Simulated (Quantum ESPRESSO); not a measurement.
# NiSi2(111), 3 trilayers against a metal electrode, stepped through the charge of the slab, part 2 of 4

What law, if any, do the results for NiSi2(111), 3 trilayers against a metal electrode follow against the charge of the slab?

Quantum ESPRESSO 7.5; plane-wave DFT, PBE, GBRV ultrasoft pseudopotentials.

So far. Step 2 (Relaxing cell and ions of the reference):  The last row is no step: it is a fresh SCF in the final cell with a new plane-wave basis, -0 meV from the row before.

### Step 3. Relaxation with pw.x of the reference

What the set-up leaves free in this member is relaxed.

System of this step: NiSi2(111), 3 trilayers. The cell holds 9 atoms: 6 Si and 3 Ni. Cell: a = 3.857 Å, b = 3.857 Å, c = 22.855 Å, α = 90.0°, β = 90.0°, γ = 120.0°. It derives from NiSi2. Vacuum lies along c.

ref.relax.in reads:

```
&control
  prefix = 'ref.relax'
  outdir = './out'
  pseudo_dir = './pseudo'
  nstep = 40
  forc_conv_thr = 0.001
  calculation = 'relax'
/
&system
  ibrav = 0
  nat = 9
  ntyp = 2
  ecutwfc = 40
  ecutrho = 200
  occupations = 'smearing'
  smearing = 'mv'
  degauss = 0.02
/
&electrons
  conv_thr = 1e-08
  mixing_beta = 0.4
  electron_maxstep = 120
  mixing_mode = 'local-TF'
/
&ions
/
ATOMIC_SPECIES
  Si  28.0850  si_pbe_v1.uspp.F.UPF
  Ni  58.6934  ni_pbe_v1.4.uspp.F.UPF
CELL_PARAMETERS angstrom
  3.85686927400000 0.00000000000000 0.00000000000000
  -1.92843463700000 3.34014677083991 0.00000000000000
  0.00000000000000 0.00000000000000 22.85521846136617
ATOMIC_POSITIONS crystal
  Si  0.666666666700 0.333333333300 0.328406794931
  Ni  0.000000000000 0.000000000000 0.362725435945
  Si  0.333333333300 0.666666666700 0.397044076959
  Si  0.000000000000 0.000000000000 0.465681358986
  Ni  0.333333333300 0.666666666700 0.500000000000
  Si  0.666666666700 0.333333333300 0.534318641014
  Si  0.333333333300 0.666666666700 0.602955923041
  Ni  0.666666666700 0.333333333300 0.637274564055
  Si  0.000000000000 0.000000000000 0.671593205069
K_POINTS automatic
  12 12 1 0 0 0
```

The run is started by

```
OMP_NUM_THREADS=1 mpirun -n 4 pw.x -nk 4 -in ref.relax.in > ref.relax.out
```

The log of the run:

```text
[banner, memory and clock lines left out]
Program PWSCF v.7.5 starts

          URL

     Message from routine setup:
     using ibrav=0 with symmetry is DISCOURAGED, use correct ibrav instead

     G-vector sticks info

     bravais-lattice index     =            0
     lattice parameter (alat)  =       7.2884  a.u.
     unit-cell volume          =    1986.9295 (a.u.)^3
     number of atoms/cell      =            9
     number of atomic types    =            2
     number of electrons       =        78.00
     number of Kohn-Sham states=           47
     kinetic-energy cutoff     =      40.0000  Ry
     charge density cutoff     =     200.0000  Ry
     scf convergence threshold =      1.0E-08
     mixing beta               =       0.4000
     number of iterations used =            8  local-TF  mixing
     energy convergence thresh.=      1.0E-04
     force convergence thresh. =      1.0E-03
     Exchange-correlation=  SLA  PW   PBX  PBC
                           (   1   4   3   4   0   0   0)
     nstep                     =           40

     celldm(1)=   7.288427  celldm(2)=   0.000000  celldm(3)=   0.000000
     celldm(4)=   0.000000  celldm(5)=   0.000000  celldm(6)=   0.000000

     crystal axes: (cart. coord. in units of alat)
               a(1) = (   1.000000   0.000000   0.000000 )
               a(2) = (  -0.500000   0.866025   0.000000 )
               a(3) = (   0.000000   0.000000   5.925847 )

     reciprocal axes: (cart. coord. in units 2 pi/alat)
               b(1) = (  1.000000  0.577350 -0.000000 )
               b(2) = (  0.000000  1.154701  0.000000 )
               b(3) = (  0.000000 -0.000000  0.168752 )

     PseudoPot. # 1 for Si read from file:
     ./pseudo/si_pbe_v1.uspp.F.UPF
     Pseudo is Ultrasoft + core correction, Zval =  4.0
     Generated by new atomic code, or converted to UPF format
     Using radial grid of  899 points,  6 beta functions with:
                l(1) =   0
                l(2) =   0
                l(3) =   1
                l(4) =   1
                l(5) =   2
                l(6) =   2
     Q(r) pseudized with  8 coefficients,  rinner =    0.900   0.900   0.900
                                                       0.900   0.900

     PseudoPot. # 2 for Ni read from file:
     ./pseudo/ni_pbe_v1.4.uspp.F.UPF
     Pseudo is Ultrasoft + core correction, Zval = 18.0
     Generated by new atomic code, or converted to UPF format
     Using radial grid of  865 points,  6 beta functions with:
                l(1) =   0
                l(2) =   0
                l(3) =   1
                l(4) =   1
                l(5) =   2
                l(6) =   2
     Q(r) pseudized with 10 coefficients,  rinner =    0.980   0.980   0.980
                                                       0.980   0.980

     atomic species   valence    mass     pseudopotential
     Si                4.00    28.08500     Si( 1.00)
     Ni               18.00    58.69340     Ni( 1.00)

     12 Sym. Ops., with inversion, found ( 6 have fractional translation)

   Cartesian axes

     site n.     atom                  positions (alat units)
         1        Si     tau(   1) = (   0.5000000   0.2886751   1.9460885  )
         2        Ni     tau(   2) = (   0.0000000   0.0000000   2.1494556  )
         3        Si     tau(   3) = (  -0.0000000   0.5773503   2.3528226  )
         4        Si     tau(   4) = (   0.0000000   0.0000000   2.7595566  )
         5        Ni     tau(   5) = (  -0.0000000   0.5773503   2.9629237  )
         6        Si     tau(   6) = (   0.5000000   0.2886751   3.1662907  )
         7        Si     tau(   7) = (  -0.0000000   0.5773503   3.5730247  )
         8        Ni     tau(   8) = (   0.5000000   0.2886751   3.7763918  )
         9        Si     tau(   9) = (   0.0000000   0.0000000   3.9797588  )

     number of k points=    19  Marzari-Vanderbilt smearing, width (Ry)=  0.0200
                       cart. coord. in units 2pi/alat
        k(    1) = (   0.0000000   0.0000000   0.0000000), wk =   0.0138889
        k(    2) = (   0.0000000   0.0962250   0.0000000), wk =   0.0833333
        k(    3) = (   0.0000000   0.1924501   0.0000000), wk =   0.0833333
        k(    4) = (   0.0000000   0.2886751   0.0000000), wk =   0.0833333
        k(    5) = (   0.0000000   0.3849002   0.0000000), wk =   0.0833333
        k(    6) = (   0.0000000   0.4811252   0.0000000), wk =   0.0833333
        k(    7) = (   0.0000000  -0.5773503   0.0000000), wk =   0.0416667
        k(    8) = (   0.0833333   0.1443376   0.0000000), wk =   0.0833333
        k(    9) = (   0.0833333   0.2405626   0.0000000), wk =   0.1666667
        k(   10) = (   0.0833333   0.3367877   0.0000000), wk =   0.1666667
        k(   11) = (   0.0833333   0.4330127   0.0000000), wk =   0.1666667
        k(   12) = (   0.0833333   0.5292377   0.0000000), wk =   0.1666667
        k(   13) = (   0.1666667   0.2886751   0.0000000), wk =   0.0833333
        k(   14) = (   0.1666667   0.3849002   0.0000000), wk =   0.1666667
        k(   15) = (   0.1666667   0.4811252   0.0000000), wk =   0.1666667
        k(   16) = (   0.1666667   0.5773503   0.0000000), wk =   0.0833333
        k(   17) = (   0.2500000   0.4330127   0.0000000), wk =   0.0833333
        k(   18) = (   0.2500000   0.5292377   0.0000000), wk =   0.1666667
        k(   19) = (   0.3333333   0.5773503   0.0000000), wk =   0.0277778

     Dense  grid:    95211 G-vectors     FFT dimensions: (  36,  36, 200)

     Smooth grid:    68039 G-vectors     FFT dimensions: (  30,  30, 180)

     Check: negative core charge=   -0.000005

     Initial potential from superposition of free atoms

     starting charge      71.9960, renormalised to      78.0000

     negative rho (up, down):  1.737E-03 0.000E+00
     Starting wfcs are   63 randomized atomic wfcs

     per-process dynamical memory:   107.0 Mb

     Self-consistent Calculation

     iteration #  1     ecut=    40.00 Ry     beta= 0.40
     Davidson diagonalization with overlap
     ethr =  1.00E-02,  avg # of iterations =  8.8

     negative rho (up, down):  3.670E-02 0.000E+00

     total energy              =   -1074.82041742 Ry
     estimated scf accuracy    <     164.08822382 Ry

     iteration #  2     ecut=    40.00 Ry     beta= 0.40
     Davidson diagonalization with overlap
     ethr =  1.00E-02,  avg # of iterations =  6.2

     negative rho (up, down):  2.819E-02 0.000E+00

     total energy              =   -1087.55906599 Ry
     estimated scf accuracy    <       0.50622977 Ry

     iteration #  3     ecut=    40.00 Ry     beta= 0.40
     Davidson diagonalization with overlap
[...]
Si               0.0000000000        0.0000000000        0.6669360977

     XML data file
     NEW-OLD atomic charge density approx. for the potential

     Check: negative core charge=   -0.000005

     negative rho (up, down):  1.300E-03 0.000E+00

     per-process dynamical memory:   150.2 Mb

     Self-consistent Calculation

     iteration #  1     ecut=    40.00 Ry     beta= 0.40
     Davidson diagonalization with overlap
     ethr =  1.00E-06,  avg # of iterations =  5.5

     negative rho (up, down):  1.153E-03 0.000E+00

     total energy              =   -1087.51969753 Ry
     estimated scf accuracy    <       0.00471631 Ry

     iteration #  2     ecut=    40.00 Ry     beta= 0.40
     Davidson diagonalization with overlap
     ethr =  6.05E-06,  avg # of iterations =  1.0

     negative rho (up, down):  9.910E-04 0.000E+00

     total energy              =   -1087.51960449 Ry
     estimated scf accuracy    <       0.00162153 Ry

     iteration #  3     ecut=    40.00 Ry     beta= 0.40
     Davidson diagonalization with overlap
     ethr =  2.08E-06,  avg # of iterations =  1.5

     negative rho (up, down):  8.185E-04 0.000E+00

     total energy              =   -1087.51958014 Ry
     estimated scf accuracy    <       0.00071782 Ry

     iteration #  4     ecut=    40.00 Ry     beta= 0.40
     Davidson diagonalization with overlap
     ethr =  9.20E-07,  avg # of iterations =  2.0

     negative rho (up, down):  7.960E-04 0.000E+00

     total energy              =   -1087.51962625 Ry
     estimated scf accuracy    <       0.00002690 Ry

     iteration #  5     ecut=    40.00 Ry     beta= 0.40
     Davidson diagonalization with overlap
     ethr =  3.45E-08,  avg # of iterations =  2.8

     negative rho (up, down):  7.562E-04 0.000E+00

     total energy              =   -1087.51962432 Ry
     estimated scf accuracy    <       0.00001544 Ry

     iteration #  6     ecut=    40.00 Ry     beta= 0.40
     Davidson diagonalization with overlap
     ethr =  1.98E-08,  avg # of iterations =  2.0

     negative rho (up, down):  7.543E-04 0.000E+00

     total energy              =   -1087.51962336 Ry
     estimated scf accuracy    <       0.00001347 Ry

     iteration #  7     ecut=    40.00 Ry     beta= 0.40
     Davidson diagonalization with overlap
     ethr =  1.73E-08,  avg # of iterations =  2.0

     negative rho (up, down):  9.020E-04 0.000E+00

     total energy              =   -1087.51962413 Ry
     estimated scf accuracy    <       0.00000550 Ry

     iteration #  8     ecut=    40.00 Ry     beta= 0.40
     Davidson diagonalization with overlap
     ethr =  7.05E-09,  avg # of iterations =  2.0

     negative rho (up, down):  9.874E-04 0.000E+00

     total energy              =   -1087.51962480 Ry
     estimated scf accuracy    <       0.00000173 Ry

     iteration #  9     ecut=    40.00 Ry     beta= 0.40
     Davidson diagonalization with overlap
     ethr =  2.22E-09,  avg # of iterations =  2.0

     negative rho (up, down):  1.202E-03 0.000E+00

     total energy              =   -1087.51962463 Ry
     estimated scf accuracy    <       0.00000116 Ry

     iteration # 10     ecut=    40.00 Ry     beta= 0.40
     Davidson diagonalization with overlap
     ethr =  1.49E-09,  avg # of iterations =  2.0

     negative rho (up, down):  1.263E-03 0.000E+00

     total energy              =   -1087.51962467 Ry
     estimated scf accuracy    <       0.00000011 Ry

     iteration # 11     ecut=    40.00 Ry     beta= 0.40
     Davidson diagonalization with overlap
     ethr =  1.46E-10,  avg # of iterations =  2.0

     negative rho (up, down):  1.294E-03 0.000E+00

     total energy              =   -1087.51962466 Ry
     estimated scf accuracy    <       0.00000003 Ry

     iteration # 12     ecut=    40.00 Ry     beta= 0.40
     Davidson diagonalization with overlap
     ethr =  4.43E-11,  avg # of iterations =  2.0

     negative rho (up, down):  1.299E-03 0.000E+00

     total energy              =   -1087.51962465 Ry
     estimated scf accuracy    <       0.00000003 Ry

     iteration # 13     ecut=    40.00 Ry     beta= 0.40
     Davidson diagonalization with overlap
     ethr =  3.38E-11,  avg # of iterations =  2.0

     negative rho (up, down):  1.301E-03 0.000E+00

     total energy              =   -1087.51962465 Ry
     estimated scf accuracy    <          2.8E-09 Ry

     iteration # 14     ecut=    40.00 Ry     beta= 0.40
     Davidson diagonalization with overlap
     ethr =  3.55E-12,  avg # of iterations =  4.2

     negative rho (up, down):  1.302E-03 0.000E+00

     total energy              =   -1087.51962465 Ry
     estimated scf accuracy    <          2.0E-10 Ry

     iteration # 15     ecut=    40.00 Ry     beta= 0.40
     Davidson diagonalization with overlap
     ethr =  2.53E-13,  avg # of iterations =  4.8

     negative rho (up, down):  1.302E-03 0.000E+00

     End of self-consistent calculation

          k = 0.0000 0.0000 0.0000 (  8565 PWs)   bands (ev):

  -102.0358-101.7180-101.7180 -62.4328 -62.4328 -62.4232 -62.1573 -62.1573
   -62.1573 -62.1573 -62.0355 -62.0354 -10.7123  -9.7830  -8.3360  -5.7551
    -3.6853  -2.3371  -2.3371  -2.0825  -2.0825  -2.0184  -2.0184  -1.3385
    -1.1218  -0.7852  -0.7852  -0.4949  -0.4949  -0.3697  -0.3483  -0.3483
     1.2944   1.9094   1.9094   3.0080   3.0080   3.2149   3.8107   4.0222
     4.2087   4.2087   4.3626   4.5108   4.5108   4.9923   4.9923

          k = 0.0000 0.0962 0.0000 (  8553 PWs)   bands (ev):

  -102.0358-101.7180-101.7180 -62.4328 -62.4328 -62.4233 -62.1574 -62.1573
   -62.1573 -62.1573 -62.0356 -62.0354 -10.6227  -9.6947  -8.2479  -5.7029
    -3.6916  -2.5714  -2.3267  -2.2143  -2.0971  -2.0636  -1.9564  -1.2301
    -1.1071  -0.8466  -0.8252  -0.5116  -0.4892  -0.4222  -0.3534  -0.3260
     1.3051   1.3453   1.6478   2.1431   2.6792   3.3278   3.3911   3.7251
     3.9271   4.0677   4.1764   4.5782   5.0789   5.1147   5.4383

          k = 0.0000 0.1925 0.0000 (  8507 PWs)   bands (ev):

  -102.0358-101.7180-101.7180 -62.4328 -62.4328 -62.4232 -62.1574 -62.1574
   -62.1573 -62.1573 -62.0355 -62.0354 -10.3553  -9.4319  -7.9866  -5.5623
    -3.7975  -3.1007  -2.5864  -2.2901  -2.2610  -1.9965  -1.7969  -1.3107
    -1.1008  -0.9101  -0.8664  -0.7063  -0.4976  -0.4069  -0.3576  -0.2276
     0.5629   1.0936   1.1417   1.4129   2.0326   2.0694   2.9219   3.0844
     3.4845   3.8510   4.5650   5.0551   5.5982   5.7857   5.8931

          k = 0.0000 0.2887 0.0000 (  8491 PWs)   bands (ev):

  -102.0358-101.7180-101.7180 -62.4331 -62.4328 -62.4232 -62.1576 -62.1576
   -62.1573 -62.1573 -62.0355 -62.0354  -9.9146  -9.0006  -7.5640  -5.4198
    -4.2673  -3.7131  -3.0788  -2.3881  -2.2224  -1.9029  -1.7723  -1.5627
    -1.2345  -0.9768  -0.8429  -0.7445  -0.5342  -0.3523  -0.3514  -0.1017
     0.0518   0.5125   0.6417   0.7793   1.3777   1.4314   2.2680   2.6061
     3.2565   3.6060   4.6247   5.2699   5.3791   5.6410   6.0178

          k = 0.0000 0.3849 0.0000 (  8479 PWs)   bands (ev):

  -102.0358-101.7180-101.7180 -62.4332 -62.4328 -62.4232 -62.1578 -62.1578
   -62.1574 -62.1573 -62.0355 -62.0355  -9.3092  -8.4147  -7.0152  -5.6954
    -4.8432  -4.3569  -3.5568  -2.4870  -2.1299  -2.0580  -1.8357  -1.5392
    -1.2736  -0.9584  -0.8507  -0.6390  -0.5763  -0.4991  -0.3729  -0.3361
    -0.1565   0.1220   0.2278   0.4524   0.7874   1.2629   1.5613   2.5221
     3.0248   3.3574   4.3185   4.8405   5.3841   5.3934   6.1352

          k = 0.0000 0.4811 0.0000 (  8466 PWs)   bands (ev):

  -102.0358-101.7180-101.7180 -62.4334 -62.4328 -62.4232 -62.1580 -62.1580
   -62.1574 -62.1574 -62.0354 -62.0354  -8.5571  -7.7174  -6.7085  -6.3158
    -5.5114  -4.6415  -3.9411  -2.6417  -2.1150  -2.0307  -1.8355  -1.7180
    -0.9769  -0.9524  -0.8344  -0.7530  -0.6558  -0.6102  -0.5268  -0.4897
    -0.2982  -0.0576   0.0813   0.2991   0.6733   1.0231   1.1036   2.6320
     2.7674   3.1968   3.8913   4.6139   5.2481   5.3249   6.3030

          k = 0.0000-0.5774 0.0000 (  8500 PWs)   bands (ev):

  -102.0358-101.7180-101.7180 -62.4335 -62.43
[key lines of the parts left out:]
the Fermi energy is     2.5352 ev
convergence has been achieved in  14 iterations
```

Elapsed: 10 min, on 4 MPI ranks of Intel Xeon Platinum 8488C (Sapphire Rapids), shared host; peak memory 0.99 GiB; 41 min of CPU time.

Step by step:

| step | energy less that of the first step (eV) | largest force (eV/Å) |
| --- | --- | --- |
| 1 | 0.0000 | 0.6768 |
| 2 | -0.0353 | 0.5824 |
| 3 | -0.0631 | 0.4748 |
| 4 | -0.0885 | 0.3073 |
| 5 | -0.0997 | 0.1316 |
| 6 | -0.1012 | 0.1171 |
| 7 | -0.1030 | 0.1075 |
| 8 | -0.1055 | 0.0878 |
| 9 | -0.1080 | 0.0870 |
| 10 | -0.1097 | 0.0915 |
| 11 | -0.1101 | 0.0727 |
| 12 | -0.1106 | 0.0405 |
| 13 | -0.1108 | 0.0056 |

The atoms that moved most (Å):

| atom | dx | dy | dz | length |
| --- | --- | --- | --- | --- |
| Si1 | 0.000 | 0.000 | 0.124 | 0.124 |
| Si9 | 0.000 | 0.000 | -0.124 | 0.124 |
| Ni8 | 0.000 | 0.000 | -0.038 | 0.038 |
| Ni2 | 0.000 | 0.000 | 0.038 | 0.038 |
| Si3 | 0.000 | 0.000 | -0.029 | 0.029 |
| Si7 | 0.000 | 0.000 | 0.029 | 0.029 |

The relaxation lowers the energy by 12 meV an atom.

Read from the output:

- free energy: -14796.4611 eV
- Fermi energy: 2.534 eV

(Continued in part 3 of 4.)

[Logs are printed without paths, hosts, clocks, repeated set-up lines and the standing remarks that a program may print on its own settings, such as how far it seeks lower states.]

[Hosts, paths, dates, database ids (printed as entryN), source tags and the programs' standing remarks are cut or masked in the printed files.]

[Maps of the electrostatic potential energy from Ansatz leave out the sawtooth potential of an applied field or a dipole correction, so their vacuum need not be flat; planar profiles and work functions include it.]
